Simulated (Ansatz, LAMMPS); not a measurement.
# Squeezing and shearing Zn39S26Se13 with crystalline order left by the classical run (78 atoms)

How stiff is Zn39S26Se13 with crystalline order left by the classical run (78 atoms), and how do its levels respond to strain?

Calculated with Ansatz 0.2.0; Kohn-Sham DFT, LDA, PAW (set soft_2), plane waves.

## (1) Starting point

The cell holds 78 atoms: 39 Zn, 26 S and 13 Se. Cell: a = 11.800 Å, b = 11.800 Å, c = 11.800 Å, α = 90.0°, β = 90.0°, γ = 90.0°. 78 atoms (39 Zn, 26 S, 13 Se) placed at random at 4.46 g/cm³, melted at 2500 K for 10 ps at fixed volume with the Stillinger-Weber II-VI potential (Zhou et al., Phys. Rev. B 88, 085309 (2013)). Quenched from 2500 K to 300 K at 10 K/ps and fixed volume, held 5 ps, then minimised at fixed cell.

What the set-up can't give: The quench rate of 10 K/ps far exceeds what a furnace or splat quench reaches, so expect more defects and frozen-in strain than in a real sample. The network of bonds at the start is that of the classical potential that made the cell, and needn't be the one that DFT or experiment would give. The Brillouin zone is sampled at Γ only.

## (2) Single point at the start

The forces at the start show how far the geometry lies from a minimum of this functional.

Contents of input.yaml:

```yaml
crystal:
  lattice:
    - [11.8, 0.0, 0.0]
    - [0.0, 11.8, 0.0]
    - [0.0, 0.0, 11.8]
  atoms:
    - { symbol: Zn, position: [0.86208, 0.20968, 0.01868] }
    - { symbol: Zn, position: [0.40039, 0.89868, 0.22253] }
    - { symbol: Zn, position: [0.54958, 0.99691, 0.49298] }
    - { symbol: Zn, position: [0.60263, 0.37096, 0.92161] }
    - { symbol: Zn, position: [0.27688, 0.15229, 0.3942] }
    - { symbol: Zn, position: [0.92654, 0.77962, 0.1498] }
    - { symbol: Zn, position: [0.57752, 0.19065, 0.20001] }
    - { symbol: Zn, position: [0.33248, 0.53046, 0.80842] }
    - { symbol: Zn, position: [0.89643, 0.57636, 0.44895] }
    - { symbol: Zn, position: [0.98862, 0.13089, 0.5762] }
    - { symbol: Zn, position: [0.658, 0.7437, 0.32937] }
    - { symbol: Zn, position: [0.4185, 0.08558, 0.93628] }
    - { symbol: Zn, position: [0.23585, 0.79751, 0.94762] }
    - { symbol: Zn, position: [0.08247, 0.65564, 0.29203] }
    - { symbol: Zn, position: [0.30579, 0.32653, 0.09389] }
    - { symbol: Zn, position: [0.70939, 0.10909, 0.76057] }
    - { symbol: Zn, position: [0.3653, 0.71514, 0.53235] }
    - { symbol: Zn, position: [0.25756, 0.53936, 0.38659] }
    - { symbol: Zn, position: [0.07378, 0.68317, 0.70339] }
    - { symbol: Zn, position: [0.01236, 0.31014, 0.29028] }
    - { symbol: Zn, position: [0.25664, 0.977, 0.67569] }
    - { symbol: Zn, position: [0.75626, 0.48342, 0.17662] }
    - { symbol: Zn, position: [0.09101, 0.88301, 0.41296] }
    - { symbol: Zn, position: [0.63084, 0.55638, 0.62915] }
    - { symbol: Zn, position: [0.52133, 0.67553, 0.03365] }
    - { symbol: Zn, position: [0.83023, 0.03104, 0.31022] }
    - { symbol: Zn, position: [0.11514, 0.04845, 0.11886] }
    - { symbol: Zn, position: [0.15174, 0.23291, 0.84275] }
    - { symbol: Zn, position: [0.49311, 0.42896, 0.38232] }
    - { symbol: Zn, position: [0.68105, 0.94029, 0.03708] }
    - { symbol: Zn, position: [0.04729, 0.49544, 0.98172] }
    - { symbol: Zn, position: [0.8065, 0.84868, 0.59839] }
    - { symbol: Zn, position: [0.16255, 0.40674, 0.5763] }
    - { symbol: Zn, position: [0.78751, 0.65522, 0.87906] }
    - { symbol: Zn, position: [0.53061, 0.82896, 0.77176] }
    - { symbol: Zn, position: [0.73602, 0.29063, 0.46807] }
    - { symbol: Zn, position: [0.43946, 0.25749, 0.66343] }
    - { symbol: Zn, position: [0.97277, 0.95186, 0.85202] }
    - { symbol: Zn, position: [0.88308, 0.39044, 0.73591] }
    - { symbol: S, position: [0.04503, 0.28732, 0.68551] }
    - { symbol: S, position: [0.66962, 0.54188, 0.00405] }
    - { symbol: S, position: [0.05743, 0.46275, 0.40796] }
    - { symbol: S, position: [0.36747, 0.45804, 0.22995] }
    - { symbol: S, position: [0.823, 0.64707, 0.27213] }
    - { symbol: S, position: [0.42622, 0.88801, 0.61501] }
    - { symbol: S, position: [0.40186, 0.71083, 0.87292] }
    - { symbol: S, position: [0.58346, 0.99444, 0.87157] }
    - { symbol: S, position: [0.95248, 0.55964, 0.81703] }
    - { symbol: S, position: [0.69303, 0.72523, 0.71627] }
    - { symbol: S, position: [0.48167, 0.24831, 0.03412] }
    - { symbol: S, position: [0.74378, 0.0972, 0.14131] }
    - { symbol: S, position: [0.02611, 0.11562, 0.95225] }
    - { symbol: S, position: [0.13593, 0.85576, 0.78694] }
    - { symbol: S, position: [0.31632, 0.1404, 0.77499] }
    - { symbol: S, position: [0.99572, 0.94104, 0.24541] }
    - { symbol: S, position: [0.71656, 0.90697, 0.42839] }
    - { symbol: S, position: [0.76649, 0.27489, 0.85666] }
    - { symbol: S, position: [0.89753, 0.1915, 0.40793] }
    - { symbol: S, position: [0.21726, 0.40328, 0.92806] }
    - { symbol: S, position: [0.65237, 0.34994, 0.29536] }
    - { symbol: S, position: [0.23778, 0.58744, 0.63996] }
    - { symbol: S, position: [0.57654, 0.82144, 0.16124] }
    - { symbol: S, position: [0.79063, 0.45349, 0.56993] }
    - { symbol: S, position: [0.15651, 0.04157, 0.51544] }
    - { symbol: S, position: [0.87181, 0.01328, 0.69292] }
    - { symbol: Se, position: [0.6111, 0.16884, 0.58948] }
    - { symbol: Se, position: [0.29534, 0.9625, 0.05638] }
    - { symbol: Se, position: [0.92583, 0.38127, 0.11471] }
    - { symbol: Se, position: [0.45385, 0.06883, 0.32436] }
    - { symbol: Se, position: [0.10023, 0.67469, 0.06735] }
    - { symbol: Se, position: [0.53556, 0.61988, 0.45626] }
    - { symbol: Se, position: [0.34071, 0.31904, 0.49611] }
    - { symbol: Se, position: [0.35012, 0.64036, 0.14612] }
    - { symbol: Se, position: [0.18142, 0.21312, 0.22172] }
    - { symbol: Se, position: [0.27135, 0.78646, 0.35853] }
    - { symbol: Se, position: [0.8442, 0.83341, 0.96954] }
    - { symbol: Se, position: [0.50539, 0.43332, 0.75022] }
    - { symbol: Se, position: [0.97542, 0.74927, 0.53347] }
kpoints:
  mp_grid: { grid: [1, 1, 1] }
hamiltonian:
  xc: lda
scf:
  occupations: { method: gaussian, width: 0.025 }
output:
  forces: true
```

Launch:

```console
$ ansatz run input.yaml --threads 4 --pin off --max-ram 8192MiB --backend cpu --events-out ev --progress --plain --runs-dir out
```

Numbers of over 12 decimals in the logs are rounded to 6 here.

Log:

```text
[...]
Pseudopotentials: kind: paw
Pseudopotential: Zn, paw, valence charge 12, recommended cutoff 420 eV (normal), Zn.paw.azcp
Pseudopotential: S, paw, valence charge 6, recommended cutoff 420 eV (normal), S.paw.azcp
Pseudopotential: Se, paw, valence charge 16, recommended cutoff 420 eV (normal), Se.paw.azcp
[... 3 lines on functional and potentials left out ...]
Crystal: 78 atoms, lattice volume = 1643.032 Å³
Basis set: ecut = 420 eV, 31967 PW (Γ)
Bands: 494, of which v1, the nominal top of the filled ones, is band 416 counted from 1 (415 counted from 0)
Symmetry: 1 space group operations
Space group: P1 (ITA 1), of the structure as read, at distance tolerance 1.2e-4 Å
k-points: 1
[... 10 lines on functional and potentials left out ...]
Initial density: superposition of atomic densities (neutral atoms: chi_scale 0, normalization atom), corrected by the library's trained network
Initial wavefunctions: pseudopotential atomic-orbital guess
[...]
SCF iter   1: F=—  HF=-219242.449629 eV  |F-HF|=—  |Δ(HF+E_count)|=         —  Δρ=7.23e-3  dr2=9.76e-1  ethr=1.77e-3  ⟨swp⟩=6.0  Hψ=2009  notcnv=0  defer=28
preconditioner: auto → Resta (q_TF=auto, 2.436 Å⁻¹)  ε∞=6.7  [insulator: Δε(μ)=0.646 eV  Ē_g=10.137 eV  σ=0.025 eV  W_gap=1.00  n_scr=388 (ndim 8)  ℏωp=24.3 eV  f_vac=0.056  D(μ)=0.00/eV (n_scr^D=0)  ε∞_Penn≈6.7]
SCF iter   2: F=—  HF=-219242.224919 eV  |F-HF|=—  |Δ(HF+E_count)|=   2.25e-1  Δρ=3.30e-3  dr2=2.26e-1  ethr=1.17e-4  ⟨swp⟩=2.0  Hψ=884  notcnv=0  defer=74
SCF iter   3: F=—  HF=-219242.181113 eV  |F-HF|=—  |Δ(HF+E_count)|=   4.38e-2  Δρ=2.20e-3  dr2=4.58e-2  ethr=2.71e-5  ⟨swp⟩=3.0  Hψ=771  notcnv=0  defer=62
automatic band count: iteration 3 solves 482 bands in place of 494: the levels show a gap, and the empty bands left out lie too high to hold charge; the band table lists the bands solved (type scf.n_extra_bands for more)
SCF iter   4: F=—  HF=-219242.158869 eV  |F-HF|=—  |Δ(HF+E_count)|=   2.22e-2  Δρ=5.01e-4  dr2=4.29e-3  ethr=5.51e-6  ⟨swp⟩=2.0  Hψ=736  notcnv=0  defer=62
SCF iter   5: F=—  HF=-219242.158506 eV  |F-HF|=—  |Δ(HF+E_count)|=   3.63e-4  Δρ=1.29e-4  dr2=4.26e-4  ethr=5.15e-7  ⟨swp⟩=2.0  Hψ=916  notcnv=0  defer=62
[...]
SCF iter   9: F=—  HF=-219242.158550 eV  |F-HF|=—  |Δ(HF+E_count)|=   1.61e-7  Δρ=4.35e-6  dr2=3.67e-7  ethr=3.48e-10  ⟨swp⟩=2.0  Hψ=781  notcnv=0  defer=62
SCF iter  10: F=-219242.158550 eV  HF=-219242.158550 eV  |F-HF|=1.28e-9  |Δ(HF+E_count)|=   1.43e-7  Δρ=1.55e-6  dr2=5.62e-8  ethr=1.20e-11  ⟨swp⟩=5.0  Hψ=1724  notcnv=0
SCF 1 converged in 10 iterations: F = -219242.158550 eV  dr2 = 5.62e-8
[...]
SCF converged after 10 iterations
Free energy (F): -219242.158550 eV
Harris-Foulkes:  -219242.158550 eV  (|F-HF|=1.28e-9)
Internal energy: -219242.158550 eV  (E = F + TS)
E sigma→0 (E₀):  -219242.158550 eV
Fermi energy:    6.852585 eV
--- Per-component energies (eV) ---
[...]
Σ components = -219242.158550   (vs F -219242.158550, Δ=0.00e0)
--- Forces (eV/Å), atoms counted from 1 ---
  atom   1  Zn    -0.02689663    -0.06585309    -0.02646926
  atom   2  Zn     0.18136292    -0.20504786    -0.03225779
  atom   3  Zn     0.02218410    -0.08606941    -0.05505843
  atom   4  Zn     0.08014240     0.02630897     0.00453280
[...]
atom  78  Se    -0.06816465    -0.09959709    -0.03175802
  max |Σ_I F_I| component: 2.15e-5 eV/Å
```

Run time: 13 s. Hardware: 4 threads of Intel Xeon Platinum 8488C (Sapphire Rapids), shared host; peak memory 2.3 GiB.

The column dr2 measures how far the density is from self-consistency, as an energy; F and HF (Harris–Foulkes) agree once it is small.

The r.m.s. force at the start is 0.26 eV/Å.

## (3) Cell and atoms relaxed

The cell is relaxed with the atoms, since the starting lattice needn't suit this functional.

Contents of input.yaml:

```yaml
crystal:
  lattice:
    - [11.8, 0.0, 0.0]
    - [0.0, 11.8, 0.0]
    - [0.0, 0.0, 11.8]
  atoms:
    [... the 78 atom lines of step 2 ...]
kpoints:
  mp_grid: { grid: [1, 1, 1] }
hamiltonian:
  xc: lda
scf:
  occupations: { method: gaussian, width: 0.025 }
output:
  forces: true
relax:
  f_tol: 0.05
  max_steps: 150
  cell: {}
```

Log:

```text
[...]
Crystal: 78 atoms, lattice volume = 1643.032 Å³
Basis set: ecut = 420 eV, 31967 PW (Γ)
Bands: 500, of which v1, the nominal top of the filled ones, is band 416 counted from 1 (415 counted from 0)
Symmetry: 1 space group operations
[...]
k-points: 1
[...]
SCF iter   1: F=—  HF=-219242.449959 eV  |F-HF|=—  |Δ(HF+E_count)|=         —  Δρ=7.24e-3  dr2=9.76e-1  ethr=1.77e-3  ⟨swp⟩=6.0  Hψ=2040  notcnv=0  defer=30
[...]
SCF iter   9: F=—  HF=-219242.158550 eV  |F-HF|=—  |Δ(HF+E_count)|=   1.64e-7  Δρ=4.26e-6  dr2=3.51e-7  ethr=3.36e-10  ⟨swp⟩=2.0  Hψ=781  notcnv=0  defer=80
SCF iter  10: F=-219242.158550 eV  HF=-219242.158550 eV  |F-HF|=2.47e-9  |Δ(HF+E_count)|=   1.38e-7  Δρ=1.53e-6  dr2=5.41e-8  ethr=1.20e-11  ⟨swp⟩=5.0  Hψ=1742  notcnv=0
SCF 1 converged in 10 iterations: F = -219242.158550 eV  dr2 = 5.41e-8
[...]
relax step   1: F+E_penalty+E_count = -219242.15855033 eV  Δ(F+E_penalty+E_count) = +0.000e0 eV  max|allowed force component| = 1.951e0 eV/Å  Δτ_max = 0.0000 Å  P = -5.038 GPa  Ω = 1643.032 Å³  (10 SCF iters, dr2 threshold 1.00e-7 eV, accepted)
[... from here on, the SCF cycles and remarks between the steps are left out ...]
relax step   2: F+E_penalty+E_count = -219246.08896439 eV  Δ(F+E_penalty+E_count) = -3.930e0 eV  max|allowed force component| = 6.067e-1 eV/Å  Δτ_max = 0.1796 Å  P = -1.962 GPa  Ω = 1568.470 Å³  energy of the carried Pulay correction = +2.079e-2 eV  (8 SCF iters, dr2 threshold 7.80e-6 eV, accepted)
relax step   3: F+E_penalty+E_count = -219246.83648722 eV  Δ(F+E_penalty+E_count) = -7.475e-1 eV  max|allowed force component| = 6.975e-1 eV/Å  Δτ_max = 0.1933 Å  P = +0.598 GPa  Ω = 1518.686 Å³  energy of the carried Pulay correction = +3.522e-2 eV  (8 SCF iters, dr2 threshold 7.80e-6 eV, accepted)
relax step   4: F+E_penalty+E_count = -219247.06018381 eV  Δ(F+E_penalty+E_count) = -2.237e-1 eV  max|allowed force component| = 3.967e-1 eV/Å  Δτ_max = 0.1980 Å  P = +0.236 GPa  Ω = 1524.881 Å³  energy of the carried Pulay correction = +3.340e-2 eV  (7 SCF iters, dr2 threshold 7.80e-6 eV, accepted)
relax step   5: F+E_penalty+E_count = -219247.21838381 eV  Δ(F+E_penalty+E_count) = -1.582e-1 eV  max|allowed force component| = 2.988e-1 eV/Å  Δτ_max = 0.2000 Å  P = +0.213 GPa  Ω = 1525.741 Å³  energy of the carried Pulay correction = +3.314e-2 eV  (7 SCF iters, dr2 threshold 7.80e-6 eV, accepted)
relax step   6: F+E_penalty+E_count = -219247.39528618 eV  Δ(F+E_penalty+E_count) = -1.769e-1 eV  max|allowed force component| = 2.917e-1 eV/Å  Δτ_max = 0.1924 Å  P = -0.039 GPa  Ω = 1530.945 Å³  energy of the carried Pulay correction = +3.162e-2 eV  (8 SCF iters, dr2 threshold 5.58e-6 eV, accepted)
relax step   7: F+E_penalty+E_count = -219247.52971822 eV  Δ(F+E_penalty+E_count) = -1.344e-1 eV  max|allowed force component| = 3.027e-1 eV/Å  Δτ_max = 0.1933 Å  P = -0.099 GPa  Ω = 1532.331 Å³  energy of the carried Pulay correction = +3.122e-2 eV  (7 SCF iters, dr2 threshold 5.32e-6 eV, accepted)
relax step   8: F+E_penalty+E_count = -219247.65814637 eV  Δ(F+E_penalty+E_count) = -1.284e-1 eV  max|allowed force component| = 2.993e-1 eV/Å  Δτ_max = 0.1950 Å  P = -0.035 GPa  Ω = 1530.867 Å³  energy of the carried Pulay correction = +3.165e-2 eV  (7 SCF iters, dr2 threshold 5.73e-6 eV, accepted)
relax step   9: F+E_penalty+E_count = -219247.78470462 eV  Δ(F+E_penalty+E_count) = -1.266e-1 eV  max|allowed force component| = 1.753e-1 eV/Å  Δτ_max = 0.1951 Å  P = +0.006 GPa  Ω = 1529.451 Å³  energy of the carried Pulay correction = +3.206e-2 eV  (7 SCF iters, dr2 threshold 5.60e-6 eV, accepted)
relax step  10: F+E_penalty+E_count = -219247.90160694 eV  Δ(F+E_penalty+E_count) = -1.169e-1 eV  max|allowed force component| = 2.229e-1 eV/Å  Δτ_max = 0.2000 Å  P = +0.104 GPa  Ω = 1527.650 Å³  energy of the carried Pulay correction = +3.259e-2 eV  (8 SCF iters, dr2 threshold 1.92e-6 eV, accepted)
relax step  11: F+E_penalty+E_count = -219247.92948072 eV  Δ(F+E_penalty+E_count) = -2.787e-2 eV  max|allowed force component| = 2.463e-1 eV/Å  Δτ_max = 0.2000 Å  P = -0.014 GPa  Ω = 1530.296 Å³  energy of the carried Pulay correction = +3.181e-2 eV  (8 SCF iters, dr2 threshold 3.10e-6 eV, accepted)
relax step  12: F+E_penalty+E_count = -219247.91745757 eV  Δ(F+E_penalty+E_count) = +1.202e-2 eV  max|allowed force component| = 2.021e-1 eV/Å  Δτ_max = 0.2000 Å  P = -0.003 GPa  Ω = 1528.765 Å³  energy of the carried Pulay correction = +3.226e-2 eV  (7 SCF iters, dr2 threshold 3.79e-6 eV, rejected (line search))
relax step  13: F+E_penalty+E_count = -219247.94425413 eV  Δ(F+E_penalty+E_count) = -1.477e-2 eV  max|allowed force component| = 1.736e-1 eV/Å  Δτ_max = 0.0948 Å  P = +0.029 GPa  Ω = 1529.055 Å³  energy of the carried Pulay correction = +3.217e-2 eV  (11 SCF iters, accepted)
relax step  14: F+E_penalty+E_count = -219247.95541954 eV  Δ(F+E_penalty+E_count) = -1.117e-2 eV  max|allowed force component| = 4.534e-2 eV/Å  Δτ_max = 0.0546 Å  P = -0.009 GPa  Ω = 1529.376 Å³  energy of the carried Pulay correction = +3.208e-2 eV  (7 SCF iters, dr2 threshold 1.88e-6 eV, accepted)
relax step  15: F+E_penalty+E_count = -219247.93272525 eV  Δ(F+E_penalty+E_count) = +2.269e-2 eV  max|allowed force component| = 4.549e-2 eV/Å  Δτ_max = 0.0000 Å  P = -0.012 GPa  Ω = 1529.376 Å³  stress off target by 4.36e-2 GPa  SCF on the basis re-selected at this cell (its energy is not comparable with the rows above)  (8 SCF iters)
basis re-selected at this cell: Δ(F+E_penalty+E_count) = +2.269e-2 eV, ΔP = -0.003 GPa vs the last step (what re-selecting the basis moved, of the pressure what is left beyond the Pulay correction that the steps carried, after the strain that the cell walked since its last selection, [...]
SCF converged after 8 iterations
Free energy (F): -219247.932725 eV
[...]
Internal energy: -219247.932725 eV  (E = F + TS)
E sigma→0 (E₀):  -219247.932725 eV
Fermi energy:    8.376587 eV
[...]
Σ components = -219247.932725   (vs F -219247.932725, Δ=0.00e0)
--- Forces (eV/Å), atoms counted from 1 ---
  atom   1  Zn    -0.00495913     0.00361705    -0.00897288
  atom   2  Zn    -0.00585196     0.00213337     0.00221763
  atom   3  Zn    -0.00163317    -0.00200315     0.00329666
  atom   4  Zn     0.00044154    -0.00573301    -0.00520355
[...]
atom  78  Se    -0.00795702     0.00278160     0.00005521
  max |Σ_I F_I| component: 1.12e-4 eV/Å
--- Stress (GPa, compression-positive) ---
       -0.006460      -0.005839      -0.000442
       -0.005839      -0.001805       0.026568
       -0.000442       0.026568      -0.026458
  P = ⅓ Tr σ = -0.0116 GPa (-0.116 kbar)
--- Relaxed structure (14 steps of the walk, 13 accepted, 1 SCFs on fresh bases) ---
  F+E_penalty+E_count = -219247.93272525 eV   max|allowed force component| = 4.549e-2 eV/Å   (the final SCF, on the basis selected at the relaxed cell)
  cell:  # Å, volume = 1529.3763 Å³
    - [11.557906, -0.338096, 0.400066]
    - [-0.338096, 11.465859, 0.302457]
    - [0.400066, 0.302457, 11.573032]
  atoms:
    - { symbol: Zn, position: [0.860691, 0.210176, 0.013303] }
    - { symbol: Zn, position: [0.395586, 0.898306, 0.221366] }
    - { symbol: Zn, position: [0.549482, 1.000356, 0.491190] }
    - { symbol: Zn, position: [0.605913, 0.373278, 0.920638] }
[...]
- { symbol: Se, position: [0.970691, 0.750291, 0.536701] }
```

It took 3.6 min on 4 threads; peak memory 2.4 GiB; 14 min of CPU time.

The relaxation converged after 14 steps, with a largest force component of 0.045 eV/Å.

(Continued in part 2 of 3.)

[Logs are printed without paths, hosts, clocks, repeated set-up lines and the standing remarks that a program may print on its own settings, such as how far it seeks lower states.]

[Hosts, paths, dates, database ids (printed as entryN), source tags and the programs' standing remarks are cut or masked in the printed files.]
